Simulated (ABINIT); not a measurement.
# TiO2 (Anatase): G0W0 with ABINIT, start to end, part 3 of 3

Wanted: ground state, empty states, screening and self-energy for TiO2 (Anatase).

ABINIT 10.8.3; PBE and many-body steps on it, plane waves. Known limits of the many-body steps: not at the basis limit.

So far. Step 3 (Bands along the symmetry lines): The gap is 2.141 eV, −0.045 eV from the run before at this level. Step 4 (Empty states on the mesh, 4×4×4 mesh, 93 bands): On this mesh the gap is 2.189 eV.

**5. Screening, 4×4×4 mesh, 85 bands, screening to 119.7 eV**

The RPA dielectric matrix is built and inverted for each q.

This step: RPA screening on PBE, plane waves, norm-conserving pseudopotentials.

Contents of run.abi:

```
acell 3*1.0 Angstrom
rprim 
  -1.892100000000 1.892100000000 4.757300000000
  1.892100000000 -1.892100000000 4.757300000000
  1.892100000000 1.892100000000 -4.757300000000
ntypat 2
znucl 22 8
natom 6
typat 1 1 2 2 2 2
xred 
  0.000000000000 0.000000000000 0.000000000000
  0.750000000000 0.250000000000 0.500000000000
  0.208100000000 0.208100000000 0.000000000000
  0.958100000000 0.458100000000 0.500000000000
  0.541900000000 0.041900000000 0.500000000000
  0.791900000000 0.791900000000 0.000000000000
pp_dirpath "pseudos"
pseudos "Ti.upf, O.upf"
ecut 38
ngkpt 4 4 4
nshiftk 1
shiftk 0 0 0
kptopt 1
chksymbreak 0
istwfk *1
occopt 1
irdwfk 1
optdriver 3
nband 85
ecuteps 4.4
inclvkb 2
awtr 1
symchi 1
indata_prefix "in"
outdata_prefix "out"
tmpdata_prefix "tmp"
```

Command:

```sh
$ OMP_NUM_THREADS=1 mpirun -n 4 abinit run.abi > log
```

Numbers of over 12 decimals in the logs are rounded to 6 here.

The log of the run:

```text
.Version 10.8.3 of ABINIT. v10.8.2 released Aug 2026.

 Symmetries : space group I4_1/a m d (#141); Bravais tI (body-center tetrag.)
[... echo of the input left out ...]
== DATASET  1 ==================================================================
-   mpi_nproc: 4, omp_nthreads: 1 (-1 if OMP is not activated)

--- !DatasetInfo
iteration_state: {dtset: 1, }
dimensions: {natom: 6, nkpt: 13, mband: 85, nsppol: 1, nspinor: 1, nspden: 1, mpw: 5174, }
cutoff_energies: {ecut:  38.0, pawecutdg:  -1.0, }
electrons: {nelect:   4.80000000E+01, charge:   0.00000000E+00, occopt:   1.00000000E+00, tsmear:   1.00000000E-02, }

 SCREENING: Calculation of the susceptibility and dielectric matrices

 Based on a program developped by R.W. Godby, V. Olevano, G. Onida, and L. Reining.
 Incorporated in ABINIT by V. Olevano, G.-M. Rignanese, and M. Torrent.
.Using double precision arithmetic ; gwpc =  8

[... cell and pseudopotentials left out ...]
--------------------------------------------------------------------------------

 ==== K-mesh for the wavefunctions ====
 Number of points in the irreducible wedge :    13
[... list of points left out ...]
 Together with 16 symmetry operations and time-reversal symmetry
 yields    64 points in the full Brillouin Zone.

 ==== Q-mesh for the screening function ====
 Number of points in the irreducible wedge :    13
[... list of points left out ...]
 Together with 16 symmetry operations and time-reversal symmetry
 yields    64 points in the full Brillouin Zone.

 setmesh: FFT mesh size selected  =    72x   72x   72
          total number of points  =       373248

 vcoul_init : cutoff-mode = AUXILIARY_FUNCTION
 q-points for optical limit:   1
     1)      0.000010    0.000020    0.000030

- screening: taking advantage of time-reversal symmetry
- Maximum band index for partially occupied states nbvw = 24
- Remaining bands to be divided among processors   nbcw = 61
- Number of bands treated by each node ~15

 Number of electrons calculated from density =   48.0000; Expected =   48.0000
 average of density, n =  0.104409
 r_s =    1.3174
 omega_plasma =   31.1690 [eV]

 calculating chi0 at frequencies [eV] :
  1    0.000000E+00    0.000000E+00
  2    0.000000E+00    3.116905E+01

--------------------------------------------------------------------------------
  q-point number  1        q = ( 0.000000, 0.000000, 0.000000) [r.l.u.]
--------------------------------------------------------------------------------
[... chi0 elements left out ...]
 For q-point:  0.000010 0.000020 0.000030
  dielectric constant =   6.6764
  dielectric constant without local fields =   7.0245

  Average fulfillment of the sum rule on Im[epsilon] for q-point    1 :     45.40  [%]
[... wings left out ...]
  q-point number  2        q = ( 0.250000, 0.000000, 0.000000) [r.l.u.]
--------------------------------------------------------------------------------
[... chi0 elements left out ...]
  Average fulfillment of the sum rule on Im[epsilon] for q-point    2 :     58.17  [%]

 [... 11 further q-points ...]
```

The job ended after 16 min (4 MPI ranks of Arm Neoverse V2, shared host; peak memory 13 GiB; 65 min of CPU time).

Numbers from this step:

| Property | Result |
| --- | --- |
| ε∞ with local fields, on this mesh, along the program's q direction | 6.676 |
| the same without local fields | 7.024 |
| plasma frequency | 31.17 eV |
| plane waves in the screening matrix | 205 |

Local fields lower ε∞ by 5 %.

**6. Self-energy, 4×4×4 mesh, 85 bands, screening to 119.7 eV**

The self-energy is evaluated for the states that the input lists, and the levels follow from it, in one-shot runs by the linearised quasiparticle equation.

This step: G0W0 on PBE, plane waves, norm-conserving pseudopotentials.

Edit run.abi of step 5 so:

```diff
@@ -27,8 +27,19 @@
 irdwfk 1
-optdriver 3
+optdriver 4
 nband 85
+gwcalctyp 0
+ecutsigx 38
+symsigma 1
+nkptgw 3
+kptgw 
+  0.5000000000 0.5000000000 0.0000000000
+  0.0000000000 0.0000000000 0.0000000000
+  -0.2500000000 -0.2500000000 0.2500000000
+bdgw 
+  23 26
+  23 26
+  23 26
 ecuteps 4.4
-inclvkb 2
-awtr 1
-symchi 1
+irdscr 1
+ppmodel 1
 indata_prefix "in"
```

The log of the run:

```text
.Version 10.8.3 of ABINIT. v10.8.2 released Aug 2026.

 Symmetries : space group I4_1/a m d (#141); Bravais tI (body-center tetrag.)
[... echo of the input left out ...]
== DATASET  1 ==================================================================
-   mpi_nproc: 4, omp_nthreads: 1 (-1 if OMP is not activated)

--- !DatasetInfo
iteration_state: {dtset: 1, }
dimensions: {natom: 6, nkpt: 13, mband: 85, nsppol: 1, nspinor: 1, nspden: 1, mpw: 5174, }
cutoff_energies: {ecut:  38.0, pawecutdg:  -1.0, }
electrons: {nelect:   4.80000000E+01, charge:   0.00000000E+00, occopt:   1.00000000E+00, tsmear:   1.00000000E-02, }

 SIGMA: Calculation of the GW corrections

 Based on a program developped by R.W. Godby, V. Olevano, G. Onida, and L. Reining.
 Incorporated in ABINIT by V. Olevano, G.-M. Rignanese, and M. Torrent.
.Using double precision arithmetic ; gwpc =  8

[... cell and pseudopotentials left out ...]
--------------------------------------------------------------------------------

 ==== K-mesh for the wavefunctions ====
 Number of points in the irreducible wedge :    13
[... list of points left out ...]
 Together with 16 symmetry operations and time-reversal symmetry
 yields    64 points in the full Brillouin Zone.

 ==== Q-mesh for screening function ====
 Number of points in the irreducible wedge :    13
[... list of points left out ...]
 Together with 16 symmetry operations and time-reversal symmetry
 yields    64 points in the full Brillouin Zone.

 vcoul_init : cutoff-mode = AUXILIARY_FUNCTION
 q-points for optical limit:   1
     1)      0.000010    0.000020    0.000030
 setmesh: FFT mesh size selected  =    72x   72x   72
          total number of points  =       373248

 Number of electrons calculated from density =   48.0000; Expected =   48.0000
 average of density, n =  0.104409
 r_s =    1.3174
 omega_plasma =   31.1690 [eV]

 === KS Band Gaps ===
  >>>> For spin  1
   Minimum direct gap =   2.4917 [eV], located at k-point      :  -0.2500 -0.2500  0.2500
   Fundamental gap    =   2.1887 [eV], Top of valence bands at :   0.5000  0.5000  0.0000
                                       Bottom of conduction at :   0.0000  0.0000  0.0000
 SIGMA fundamental parameters:
 PLASMON POLE MODEL  1
 number of plane-waves for SigmaX                 5117
 number of plane-waves for SigmaC and W            205
 number of plane-waves for wavefunctions          5117
 number of bands                                    85
 number of independent spin polarizations            1
 number of spinorial components                      1
 number of k-points in IBZ                          13
 number of q-points in IBZ                          13
 number of symmetry operations                      16
 number of k-points in BZ                           64
 number of q-points in BZ                           64
 number of frequencies for dSigma/dE                 9
 frequency step for dSigma/dE [eV]                0.25
 number of omega for Sigma on real axis              0
 max omega for Sigma on real axis  [eV]           0.00
 zcut for avoiding poles [eV]                     0.10

 EPSILON^-1 parameters (SCR file):
 dimension of the eps^-1 matrix on file            205
 dimension of the eps^-1 matrix used               205
 number of plane-waves for wavefunctions          5117
 number of bands                                    85
 number of q-points in IBZ                          13
 number of frequencies                               2
 number of real frequencies                          1
 number of imag frequencies                          1

 matrix elements of self-energy operator (all in [eV])

 Perturbative Calculation

--- !SelfEnergy_ee
iteration_state: {dtset: 1, }
kpoint     : [   0.500,    0.500,    0.000, ]
spin       : 1
KS_gap     :    3.429
QP_gap     :    5.232
Delta_QP_KS:    1.804
data: !SigmaeeData |
     Band     E0 <VxcDFT>   SigX SigC(E0)      Z dSigC/dE  Sig(E)    E-E0       E
       23   4.093 -20.082 -24.797   5.106   0.764  -0.310 -19.783   0.299   4.392
       24   4.093 -20.082 -24.797   5.106   0.764  -0.310 -19.783   0.299   4.392
       25   7.522 -21.007 -12.455  -5.826   0.771  -0.297 -18.905   2.102   9.624
       26   7.522 -21.007 -12.455  -5.826   0.771  -0.297 -18.905   2.102   9.624

--- !SelfEnergy_ee
iteration_state: {dtset: 1, }
kpoint     : [   0.000,    0.000,    0.000, ]
spin       : 1
KS_gap     :    2.617
QP_gap     :    4.258
Delta_QP_KS:    1.641
data: !SigmaeeData |
     Band     E0 <VxcDFT>   SigX SigC(E0)      Z dSigC/dE  Sig(E)    E-E0       E
       23   3.664 -19.550 -24.420   5.156   0.762  -0.312 -19.333   0.218   3.882
       24   3.664 -19.550 -24.420   5.156   0.762  -0.312 -19.333   0.218   3.882
       25   6.282 -19.340 -11.803  -5.173   0.786  -0.272 -17.481   1.859   8.140
       26   7.028 -20.506 -12.086  -5.771   0.776  -0.289 -18.451   2.054   9.082

--- !SelfEnergy_ee
iteration_state: {dtset: 1, }
kpoint     : [  -0.250,   -0.250,    0.250, ]
spin       : 1
KS_gap     :    2.492
QP_gap     :    4.083
Delta_QP_KS:    1.591
data: !SigmaeeData |
     Band     E0 <VxcDFT>   SigX SigC(E0)      Z dSigC/dE  Sig(E)    E-E0       E
       23   3.893 -20.281 -24.945   5.048   0.766  -0.306 -19.987   0.294   4.187
       24   3.893 -20.281 -24.945   5.048   0.766  -0.306 -19.987   0.294   4.187
       25   6.385 -19.488 -11.831  -5.255   0.785  -0.274 -17.603   1.885   8.270
       26   6.912 -20.310 -12.031  -5.677   0.778  -0.286 -18.286   2.024   8.935

== END DATASET(S) ==============================================================
================================================================================

 -outvars: echo values of variables after computation  --------
           etotal      0.0000000000E+00
            nband          85
             nkpt          13
          spgroup         141
 [... the other variables as echoed above ...]

 Calculation completed.
```

Run time: 38 s. Hardware: 4 MPI ranks; peak memory 7.5 GiB; 2.5 min of CPU time.

This step gave:

| Property | Result |
| --- | --- |
| G0W0 gap on the points computed | 3.748 eV |
| starting gap on the mesh | 2.189 eV |
| k of the valence top | 0.5, 0.5, 0 |
| k of the conduction bottom | 0, 0, 0 |
| Z at the valence top | 0.764 |
| Z at the conduction bottom | 0.786 |
| least direct G0W0 gap on the computed points | 4.083 eV |

The gap on the mesh goes from 2.19 eV to 3.75 eV, a correction of +1.56 eV.

Limits: finite bands, cutoff and mesh. v1 is the top filled band, c1 the lowest empty one. The levels before and after the correction (eV, zero at the valence-band top of each column):

```
           conduction bottom  valence top
Kohn-Sham               2.19         0.00
     G0W0               3.75         0.00
```

```
                       level  energy (eV)
Kohn-Sham  (0.5 0.5 0) v2-v1        0.000
Kohn-Sham  (0.5 0.5 0) c1-c2        3.429
Kohn-Sham            Γ v2-v1       -0.429
Kohn-Sham               Γ c1        2.189
Kohn-Sham               Γ c2        2.935
     G0W0  (0.5 0.5 0) v2-v1        0.000
     G0W0  (0.5 0.5 0) c1-c2        5.232
     G0W0            Γ v2-v1       -0.510
     G0W0               Γ c1        3.748
     G0W0               Γ c2        4.690
```

**7. Where the time went**

Times are wall times on 4 MPI ranks of Arm Neoverse V2, shared host, good to a factor of about two.

```
                          step    time  share  memory (GiB)
                  ground state   4 min   16 %          0.58
bands along the symmetry lines   3 min   12 %           0.5
      empty states on the mesh    77 s    5 %          0.42
                     screening  16 min   65 %            13
                   self-energy    38 s    3 %           7.5
```

**8. Results**

| Quantity | Value |
| --- | --- |
| PBE gap | 2.14 eV, indirect |
| G0W0 gap on the mesh | 3.75 eV |
| G0W0 gap over the zone (rigid shift) | 3.70 eV |
| GW settings | 4×4×4 mesh, 85 bands, screening to 119.7 eV, Godby-Needs plasmon pole |
| known limits | not at the basis limit |

G0W0 moves the gap on the mesh from 2.19 eV to 3.75 eV (+1.56 eV), with Z of 0.76 and 0.79 at the edges. The mesh misses the band edges by 0.05 eV in all; a rigid shift gives 3.70 eV for the zone. Local fields lower the RPA ε∞ on this mesh from 7.02 to 6.68. Only 3 of the mesh's irreducible points were corrected, so a valley elsewhere could overtake. The dearest step here is «screening». Against experiment, by G0W0@PBE: the gap of 3.70 eV lies +0.42 eV from the measured 3.28 eV (optical, 2018); the gap of 3.70 eV lies +0.34 eV from the measured 3.36 eV (optical, 2023); the direct gap of 4.08 eV lies +0.10 eV from the measured 3.98 eV (electronic, quoted 2020); the direct gap of 4.08 eV lies +0.21 eV from the measured 3.87 eV (direct, 2023); the gap of 3.70 eV lies +0.53 eV from the measured 3.17 eV (kind not stated, 2020). An exciton line or allowed optical edge lies below the quasiparticle gap by the binding energy; a forbidden edge can push the onset above it. The calculation has static nuclei and no excitons; a measured gap holds zero-point and thermal motion, which mostly lowers it. Bands and cutoff are finite, so the gap is not at the basis limit. The miss can reach some tenths of an eV and take either sign; the mesh is an error of its own. In the G0W0 run levels were corrected at 3 k points alone, so a gap called «on the mesh» is the least over those, and an edge elsewhere would be missed.

[Paths, hosts, dates, memory and timing lines, banners, echoed tables and standing remarks are left out of the program output.]

[Logs are printed without paths, hosts, clocks, repeated set-up lines and the standing remarks that a program may print on its own settings, such as how far it seeks lower states.]

[Runs of the session that timed out or met a known fault of the program may be left out.]

[Hosts, paths, dates, database ids (printed as entryN), source tags and the programs' standing remarks are cut or masked in the printed files.]

[G0W0 gaps are taken among the corrected bands and points alone; a level outside them can change the order at an edge.]

[Where Ansatz stands beside ABINIT at settings called matched, ABINIT's density can come from a denser mesh and the files from another edition; pairs whose starting gaps differed by over 0.03 eV were left out, so agreement reads better than it is.]
